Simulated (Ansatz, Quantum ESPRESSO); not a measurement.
# Equation of state of fcc Al

How stiff is fcc Al under hydrostatic load? Each row scales the relaxed cell evenly and relaxes the atoms. The phase is followed to these pressures whether or not it stays the stable one.

Calculated with Ansatz 0.2.0, r2SCAN, PAW files of the set soft_1, cutoff 600 eV, Fermi–Dirac smearing 0.05 eV, k-mesh 19×19×19, no spin polarisation, no spin-orbit coupling.

Reference cell, relaxed at zero pressure with r2SCAN (Fm-3m): a = 2.8220 Å, b = 2.8220 Å, c = 2.8220 Å, α = 60.00°, β = 60.00°, γ = 60.00°.

```csv
atom,x,y,z
Al,0.0000,0.0000,0.0000
```

| V (Å³/atom) | V/V0 | P (GPa) | E − E0 (meV/atom) |
| --- | --- | --- | --- |
| 14.9384 | 0.9400 | 6.597 | 18.6 |
| 15.2562 | 0.9600 | 4.153 | 7.9 |
| 16.2098 | 1.0200 | −1.738 | 1.7 |
| 16.5276 | 1.0400 | −3.298 | 6.8 |
| 16.8454 | 1.0600 | −4.691 | 14.7 |

V0 = 15.8919 Å³ an atom, where the residual pressure P0 is +0.008 GPa. **Question.** Fit the Birch–Murnaghan law and give the pressure and the energy at V = 15.5741 Å³ an atom, a row left out above.

With the Eulerian strain f = ½[(V0/V)^(2/3) − 1] and F = (P − P0)/[3f(1 + 2f)^(5/2)], the third-order law is the line F = B0 + (3/2) B0 (B′ − 4) f.

```csv
f,F (GPa)
0.02106,94.09
0.01379,93.57
−0.00656,91.71
−0.01290,91.16
−0.01905,90.61
```

A straight line through the 5 rows: the means are −0.000732 for f and 92.228 for F, Σ(Δx)² = 0.001203 and ΣΔxΔy = 0.1057, so the slope is 0.1057/0.001203 = 87.853 and the intercept 92.228 − (87.853)(−0.000732) = 92.292.

Hence B0 = 92.3 GPa and B′ = 4 + (87.9)/(1.5 × 92.3) = 4.63. For the withheld volume f = 0.00678, F = 92.89 GPa and P = 1.96 GPa. The run itself gives 1.96 GPa, so the estimate misses by 0.00 GPa, a rounding's worth.

Integrating the same law gives E − E0 = (9/2) B0 V0 f²[1 + (B′ − 4) f] + P0(V0 − V), with 1 GPa Å³ = 6.2415 meV: 1.9 meV an atom. The run itself gives 1.9 meV, so the estimate misses by 0.0 meV, a rounding's worth.

The same fit over all rows at other levels or in other programs gives B0 = 82 GPa with PBEsol (Quantum ESPRESSO, PseudoDojo), 81 GPa with PBEsol (Quantum ESPRESSO, GBRV) and 82 GPa with PBEsol (Ansatz).

The calculation is for a static lattice, while measurements hold thermal and zero-point motion.

[Logs are printed without paths, hosts, clocks, repeated set-up lines and the standing remarks that a program may print on its own settings, such as how far it seeks lower states.]
